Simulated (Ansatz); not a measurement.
# CH3 on Mg(0001), ontop start, 2x2 cell: photoemission fingerprints, part 4 of 5

Wanted: core-level shifts and unfolded surface bands for CH3 on Mg(0001), ontop start, 2x2 cell.

Ansatz 0.2.0; DFT, PBE, plane-wave PAW, default files, scalar-relativistic.

So far, work function, upper face (eV): step 2 (the clean face) 3.76; step 3 (relaxing the atoms) 4.50.

**4. Bands by layer (continued)**

Regions along c: top from 14.4 to 22.2 Å, middle from 10.8 to 14.4 Å, bottom from 3.5 to 10.8 Å.

States with weight above 0.08 nearest the zero at K of the zone, within the window kept, -6.6 to 3.3 eV (levels that the program groups as degenerate share a row):

```
E (eV)  weight, total  weight, top  weight, middle  weight, bottom
 -1.73           0.10         0.10            0.00            0.00
 -0.55           0.14         0.10            0.04            0.01
 -0.31           1.00         0.07            0.48            0.44
 -0.28           1.00         0.05            0.35            0.59
 -0.25           0.94         0.04            0.65            0.25
  0.37           0.99         0.04            0.20            0.76
  0.40           0.99         0.24            0.27            0.47
  0.44           0.98         0.51            0.31            0.17
  1.15           0.11         0.10            0.01            0.00
  1.58           0.99         0.32            0.27            0.40
```

States with weight above 0.08 nearest the zero at Γ of the zone, within the window kept, -6.6 to 3.3 eV (levels that the program groups as degenerate share a row):

```
E (eV)  weight, total  weight, top  weight, middle  weight, bottom
 -4.54           0.98         0.30            0.30            0.38
 -2.86           0.93         0.27            0.22            0.44
 -1.85           0.11         0.04            0.02            0.05
 -1.56           0.33         0.13            0.07            0.13
 -0.96           0.21         0.05            0.07            0.09
 -0.61           0.58         0.18            0.17            0.23
  0.67           0.13         0.06            0.02            0.05
  1.38           0.83         0.22            0.17            0.42
  2.54           0.11         0.03            0.02            0.06
  2.96           0.88         0.29            0.10            0.35
```

States with weight above 0.08 nearest the zero at M of the zone, within the window kept, -6.6 to 3.3 eV (levels that the program groups as degenerate share a row):

```
E (eV)  weight, total  weight, top  weight, middle  weight, bottom
 -1.56           0.23         0.08            0.04            0.10
 -1.16           0.33         0.11            0.09            0.13
 -1.13           0.65         0.07            0.15            0.42
 -1.01           0.63         0.24            0.20            0.19
 -0.96           0.26         0.04            0.09            0.13
 -0.61           0.14         0.08            0.03            0.03
  0.26           0.62         0.19            0.19            0.24
  0.27           0.34         0.06            0.10            0.17
  0.38           0.60         0.15            0.21            0.24
  0.67           0.29         0.08            0.11            0.09
```

The largest force component on a free atom is 0.016 eV/Å, so the atoms are at rest for these settings too. At the Fermi level the DOS is 7.72 states/eV a cell.

**5. Z+1 stand-in on atom 5**

System of this step: Mg15AlH3C. The cell holds 20 atoms: 3 H, 1 C, 1 Al and 15 Mg. Cell: a = 6.380 Å, b = 6.380 Å, c = 25.195 Å, α = 90.0°, β = 90.0°, γ = 60.0°. It derives from Mg. Regions: ad, 4 atoms (3 H and 1 C); L1, 4 atoms (1 Al and 3 Mg); L2, 4 atoms (4 Mg); L3, 4 atoms (4 Mg); rest, 4 atoms (4 Mg). Vacuum lies along c.

An atom with a screened core hole acts much like the next element, so total energies with that element on different sites give core-level shifts.

The input, input.yaml:

```yaml
crystal:
  lattice:
    - [6.38, 0.0, 0.0]
    - [3.19, 5.5252420761, 0.0]
    - [0.0, 0.0, 25.195]
  atoms:
    - { symbol: H, position: [0.1535832841, 0.0181748737, 0.7223020999] }
    - { symbol: H, position: [0.8318749036, 0.1521847252, 0.7224948431] }
    - { symbol: H, position: [0.0196868295, 0.8303813749, 0.7224959539] }
    - { symbol: C, position: [0.0014957892, 0.000215806, 0.7072490115] }
    - { symbol: Al, position: [-6.20452e-05, 3.06811e-05, 0.6210144287] }
    - { symbol: Mg, position: [0.5002557277, -0.0004423089, 0.6058373647] }
    - { symbol: Mg, position: [-0.0005987387, 0.500275642, 0.6058074272] }
    - { symbol: Mg, position: [0.5001014818, 0.5002127919, 0.6058081357] }
    - { symbol: Mg, position: [0.8349919699, 0.3299044072, 0.5050345301] }
    - { symbol: Mg, position: [0.3332779776, 0.3333294986, 0.5019205431] }
    - { symbol: Mg, position: [0.8350366294, 0.8350722461, 0.505021913] }
    - { symbol: Mg, position: [0.3298735008, 0.8350828078, 0.5050509964] }
    - { symbol: Mg, position: [0.0, 0.0, 0.400674737] }
    - { symbol: Mg, position: [0.5, 0.0, 0.400674737] }
    - { symbol: Mg, position: [0.0, 0.5, 0.400674737] }
    - { symbol: Mg, position: [0.5, 0.5, 0.400674737] }
    - { symbol: Mg, position: [0.833333333, 0.333333333, 0.297678111] }
    - { symbol: Mg, position: [0.333333333, 0.333333333, 0.297678111] }
    - { symbol: Mg, position: [0.833333333, 0.833333333, 0.297678111] }
    - { symbol: Mg, position: [0.333333333, 0.833333333, 0.297678111] }
kpoints:
  mp_grid: { grid: [6, 6, 1] }
scf:
  occupations: { method: fermi_dirac, width: 0.05 }
  n_extra_bands: 18
hamiltonian:
  xc: pbe
  pseudopotentials: { kind: paw }
output:
  forces: true
  write_potential: true
  volumetric_format: []
efield:
  axis: 3
  dipole_correction: true
```

Command:

```
$ ansatz run input.yaml --threads 8 --pin off --max-ram 20480MiB --backend cpu --events-out ev --progress --plain --runs-dir out
```

Numbers of over 12 decimals in the logs are rounded to 6 here.

The log of the run:

```text
[...]
Crystal: 20 atoms, lattice volume = 888.150 Å³
Basis set: ecut = 420 eV, 17437 PW (Γ), exchange–correlation on 90×90×360 points (8 copies of the dense FFT grid, shifted against one another)
Bands: 98, of which v1, the nominal top of the filled ones, is band 80 counted from 1 (79 counted from 0)
Symmetry: 1 space group operations
[...]
k-points: 20 of 36 (time reversal used)
[...]
SCF iter   1: F=—  HF=-29690.715747 eV  |F-HF|=—  |Δ(HF+E_count)|=         —  Δρ=2.06e-3  dr2=2.06e-1  ethr=1.77e-3  p=-0.036 e·Å  D=-7.26e-3 V/Å  ΔV_dip=0.18 eV  dr2_dipole=1.02e-2  V_vac-E_F(+/−)=3.95/3.77 eV  ⟨swp⟩=12.3  Hψ=10637  notcnv=0  defer=70
[...]
SCF iter   7: F=-29690.700990 eV  HF=-29690.700990 eV  |F-HF|=4.82e-8  |Δ(HF+E_count)|=   9.60e-7  Δρ=1.42e-6  dr2=3.91e-8  ethr=6.25e-11  p=-0.077 e·Å  D=-1.56e-2 V/Å  ΔV_dip=0.39 eV  dr2_dipole=4.96e-9  V_vac-E_F(+/−)=4.12/3.73 eV  ⟨swp⟩=25.9  Hψ=15956  notcnv=0
[...]
SCF 1 converged in 7 iterations: F = -29690.700990 eV  dr2 = 3.91e-8
[...]
SCF converged after 7 iterations
Free energy (F): -29690.700990 eV
[...]
Internal energy: -29690.615620 eV  (E = F + TS)
E sigma→0 (E₀):  -29690.658305 eV
Entropy (-TS):   -0.085370 eV (-4.268 meV/atom)
Fermi energy:    0.224999 eV
Dipole field:    D = -0.015666 V/Å  (p = -0.076895 e·Å, saw-weighted, corrected)
Work function:   Φ+ = 4.1193 eV   Φ− = 3.7244 eV
[...]
--- Forces (eV/Å), atoms counted from 1 ---
  atom   1  H     -0.01336647     0.00147696    -0.06142176
  atom   2  H      0.00235708    -0.01263177    -0.05699970
  atom   3  H      0.00424921     0.00902785    -0.05649887
  atom   4  C     -0.00055310     0.00142213    -0.84842652
  atom   5  Al     0.00431643     0.00035425     0.76457509
  atom   6  Mg     0.00530592     0.04027559     0.00462334
  atom   7  Mg     0.03401269    -0.02224600     0.00571589
  atom   8  Mg    -0.03597639    -0.01780941     0.00577386
  atom   9  Mg    -0.00072114    -0.01407928     0.07547877
  atom  10  Mg     0.00040895     0.00017295     0.02150781
  atom  11  Mg     0.01236725     0.00622652     0.07495590
  atom  12  Mg    -0.01199677     0.00770112     0.07605748
  atom  13  Mg     0.00033238     0.00002416     0.12899594
  atom  14  Mg    -0.00021845    -0.03450966     0.03371965
  atom  15  Mg    -0.03010206     0.01678588     0.03359968
  atom  16  Mg     0.02970332     0.01781434     0.03377931
  atom  17  Mg     0.00007203    -0.04664145    -0.06083331
  atom  18  Mg    -0.00018446    -0.00005144    -0.05289132
  atom  19  Mg     0.04033665     0.02315200    -0.06111705
  atom  20  Mg    -0.04034222     0.02353362    -0.06061617
  max |Σ_I F_I| component: 2.19e-5 eV/Å
--- Band table (eV; the first three rows and the last of 20) ---
  k-point 0: bands = [... 76 lower, -1.0107, -0.9046, -0.8769, -0.8767, -0.4918, 0.1965, 0.3411, 0.3419, ... 14 higher]
  k-point 1: bands = [... 76 lower, -0.7476, -0.5322, -0.4907, -0.3224, -0.1140, 0.1058, 0.2950, 0.7734, ... 14 higher]
  k-point 2: bands = [... 76 lower, -0.6944, -0.4450, 0.0161, 0.2694, 0.3240, 0.9614, 1.1648, 1.2835, ... 14 higher]
  k-point 19: bands = [... 76 lower, -0.8808, -0.7759, 0.3946, 0.6016, 0.6700, 0.9701, 1.7508, 1.8152, ... 14 higher]
```

Wall time 25 s (8 threads of Arm Neoverse V2, shared host); peak memory 3.7 GiB.

Numbers from this step:

```
free energy             : -29690.7010 eV
energy at zero smearing : -29690.6583 eV
smearing term TS        : 0.08537 eV
Fermi energy            : 0.2250 eV
```

**6. Z+1 stand-in on atom 7**

System of this step: Mg15AlH3C. The cell holds 20 atoms: 3 H, 1 C, 15 Mg and 1 Al. Its edges and angles: a = 6.380 Å, b = 6.380 Å, c = 25.195 Å, α = 90.0°, β = 90.0°, γ = 60.0°. It derives from Mg. Regions: ad, 4 atoms (3 H and 1 C); L1, 4 atoms (3 Mg and 1 Al); L2, 4 atoms (4 Mg); L3, 4 atoms (4 Mg); rest, 4 atoms (4 Mg). Vacuum lies along c.

The same swap on atom 7.

input.yaml, as its differences from that of step 5:

```diff
@@ -10,5 +10,5 @@
     - { symbol: C, position: [0.0014957892, 0.000215806, 0.7072490115] }
-    - { symbol: Al, position: [-6.20452e-05, 3.06811e-05, 0.6210144287] }
+    - { symbol: Mg, position: [-6.20452e-05, 3.06811e-05, 0.6210144287] }
     - { symbol: Mg, position: [0.5002557277, -0.0004423089, 0.6058373647] }
-    - { symbol: Mg, position: [-0.0005987387, 0.500275642, 0.6058074272] }
+    - { symbol: Al, position: [-0.0005987387, 0.500275642, 0.6058074272] }
     - { symbol: Mg, position: [0.5001014818, 0.5002127919, 0.6058081357] }
```

The log of the run:

```text
[...]
Crystal: 20 atoms, lattice volume = 888.150 Å³
Basis set: ecut = 420 eV, 17437 PW (Γ), exchange–correlation on 90×90×360 points (8 copies of the dense FFT grid, shifted against one another)
Bands: 98, of which v1, the nominal top of the filled ones, is band 80 counted from 1 (79 counted from 0)
Symmetry: 1 space group operations
[...]
k-point 1: bands = [... 76 lower, -0.9350, -0.7491, -0.6385, -0.5423, -0.3509, -0.1303, 0.2443, 0.6354, ... 14 higher]
  k-point 2: bands = [... 76 lower, -0.8737, -0.6519, -0.1012, 0.0924, 0.1213, 0.7022, 0.9894, 1.0513, ... 14 higher]
  k-point 19: bands = [... 76 lower, -1.0294, -0.6704, 0.0267, 0.4211, 0.5946, 0.8127, 1.4937, 1.6625, ... 14 higher]
[key lines of the parts left out:]
SCF converged after 7 iterations
Free energy (F): -29690.435235 eV
Fermi energy:    0.037714 eV
Dipole field:    D = -0.035604 V/Å  (p = -0.174753 e·Å, saw-weighted, corrected)
Work function:   Φ+ = 4.6418 eV   Φ− = 3.7447 eV
```

The job ended after 24 s (8 threads; peak memory 3.7 GiB; 3.1 min of CPU time).

Numbers from this step:

```
free energy             : -29690.4352 eV
energy at zero smearing : -29690.3945 eV
smearing term TS        : 0.08145 eV
Fermi energy            : 0.03771 eV
```

**7. Z+1 stand-in on atom 13**

System of this step: Mg15AlH3C. The cell holds 20 atoms: 3 H, 1 C, 15 Mg and 1 Al. Its edges and angles: a = 6.380 Å, b = 6.380 Å, c = 25.195 Å, α = 90.0°, β = 90.0°, γ = 60.0°. It derives from Mg. Regions: ad, 4 atoms (3 H and 1 C); L1, 4 atoms (4 Mg); L2, 4 atoms (4 Mg); L3, 4 atoms (1 Al and 3 Mg); rest, 4 atoms (4 Mg). Vacuum lies along c.

The same swap on atom 13.

input.yaml, as its differences from that of step 6:

```diff
@@ -12,3 +12,3 @@
     - { symbol: Mg, position: [0.5002557277, -0.0004423089, 0.6058373647] }
-    - { symbol: Al, position: [-0.0005987387, 0.500275642, 0.6058074272] }
+    - { symbol: Mg, position: [-0.0005987387, 0.500275642, 0.6058074272] }
     - { symbol: Mg, position: [0.5001014818, 0.5002127919, 0.6058081357] }
@@ -18,3 +18,3 @@
     - { symbol: Mg, position: [0.3298735008, 0.8350828078, 0.5050509964] }
-    - { symbol: Mg, position: [0.0, 0.0, 0.400674737] }
+    - { symbol: Al, position: [0.0, 0.0, 0.400674737] }
     - { symbol: Mg, position: [0.5, 0.0, 0.400674737] }
```

The log of the run:

```text
[...]
Crystal: 20 atoms, lattice volume = 888.150 Å³
Basis set: ecut = 420 eV, 17437 PW (Γ), exchange–correlation on 90×90×360 points (8 copies of the dense FFT grid, shifted against one another)
Bands: 98, of which v1, the nominal top of the filled ones, is band 80 counted from 1 (79 counted from 0)
Symmetry: 1 space group operations
[...]
k-point 1: bands = [... 76 lower, -0.9305, -0.6760, -0.4695, -0.4080, -0.2036, 0.1737, 0.1974, 0.6861, ... 14 higher]
  k-point 2: bands = [... 76 lower, -0.7601, -0.5813, -0.0538, 0.0842, 0.0993, 0.7821, 1.1695, 1.1807, ... 14 higher]
  k-point 19: bands = [... 76 lower, -0.8668, -0.6800, 0.3350, 0.3969, 0.5266, 0.9517, 1.3634, 1.5430, ... 14 higher]
[key lines of the parts left out:]
SCF converged after 7 iterations
Free energy (F): -29690.571375 eV
Fermi energy:    0.137844 eV
Dipole field:    D = -0.030921 V/Å  (p = -0.151768 e·Å, saw-weighted, corrected)
Work function:   Φ+ = 4.4465 eV   Φ− = 3.6673 eV
```

Run time: 25 s. Hardware: 8 threads; peak memory 3.7 GiB; 3.3 min of CPU time.

This step gave:

- free energy: -29690.5714 eV
- energy at zero smearing: -29690.5300 eV
- smearing term TS: 0.08273 eV
- Fermi energy: 0.1378 eV

**8. Shifts from the Z+1 runs**

An atom with a screened core hole acts like the next element, so the difference of two such total energies is the shift between the two sites; positive is more bound. Shifts count from the last listed atom of each element.

```
atom   region  replaced by  shell meant  free energy (eV)  shift (eV)
 Mg5  layer 1           Al           2p        -29690.701       -0.13
 Mg7  layer 1           Al           2p        -29690.435       +0.14
Mg13  layer 3           Al           2p        -29690.571       +0.00
```

The stand-in's nearest image is 6.4 Å away. The method gives no absolute levels and the same shift for every shell of an atom.

(Part 4 of 5 ends here.)

[Logs are printed without paths, hosts, clocks, repeated set-up lines and the standing remarks that a program may print on its own settings, such as how far it seeks lower states.]

[Hosts, paths, dates, database ids (printed as entryN), source tags and the programs' standing remarks are cut or masked in the printed files.]

[Maps of the electrostatic potential energy from Ansatz leave out the sawtooth potential of an applied field or a dipole correction, so their vacuum need not be flat; work functions include it.]
